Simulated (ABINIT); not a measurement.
An input for ABINIT 10.8.3 (AlGaN2 (P3m1)):

```
acell 3*1.0 Angstrom
rprim 
  3.145282644058 -0.000000000015 0.000000000000
  -1.572641322016 2.723894671844 0.000000000000
  0.000000000000 0.000000000000 5.096893730000
ntypat 3
znucl 13 31 7
natom 4
typat 1 2 3 3
xred 
  0.000000000000 0.000000000000 0.999263770000
  0.666666666667 0.333333333333 0.497174210000
  0.666666666667 0.333333333333 0.111803640000
  0.000000000000 0.000000000000 0.628158390000
pp_dirpath "pseudos"
pseudos "Al.upf, Ga.upf, N.upf"
ecut 36
ngkpt 6 6 4
nshiftk 1
shiftk 0 0 0
kptopt 1
chksymbreak 0
nband 19
occopt 1
tolvrs 1e-10
nstep 60
prtwf 0
optforces 0
optstress 0
indata_prefix "in"
outdata_prefix "out"
tmpdata_prefix "tmp"
```

```sh
OMP_NUM_THREADS=1 mpirun -n 4 abinit run.abi > log
```

Q: How long will it take on 4 MPI ranks of Arm Neoverse V2, shared host, and how much memory?

It took 15 s; on shared hardware allow 7.5 s to 30 s. Peak host memory was 0.33 GiB.

[Paths, hosts, dates, memory and timing lines, banners, echoed tables and standing remarks are left out of the program output.]

[Logs are printed without paths, hosts, clocks, repeated set-up lines and the standing remarks that a program may print on its own settings, such as how far it seeks lower states.]

[Runs of the session that timed out or met a known fault of the program may be left out.]

[Hosts, paths, dates, database ids (printed as entryN), source tags and the programs' standing remarks are cut or masked in the printed files.]

[G0W0 gaps are taken among the corrected bands and points alone; a level outside them can change the order at an edge.]

[Where Ansatz stands beside ABINIT at settings called matched, ABINIT's density can come from a denser mesh and the files from another edition; pairs whose starting gaps differed by over 0.03 eV were left out, so agreement reads better than it is.]
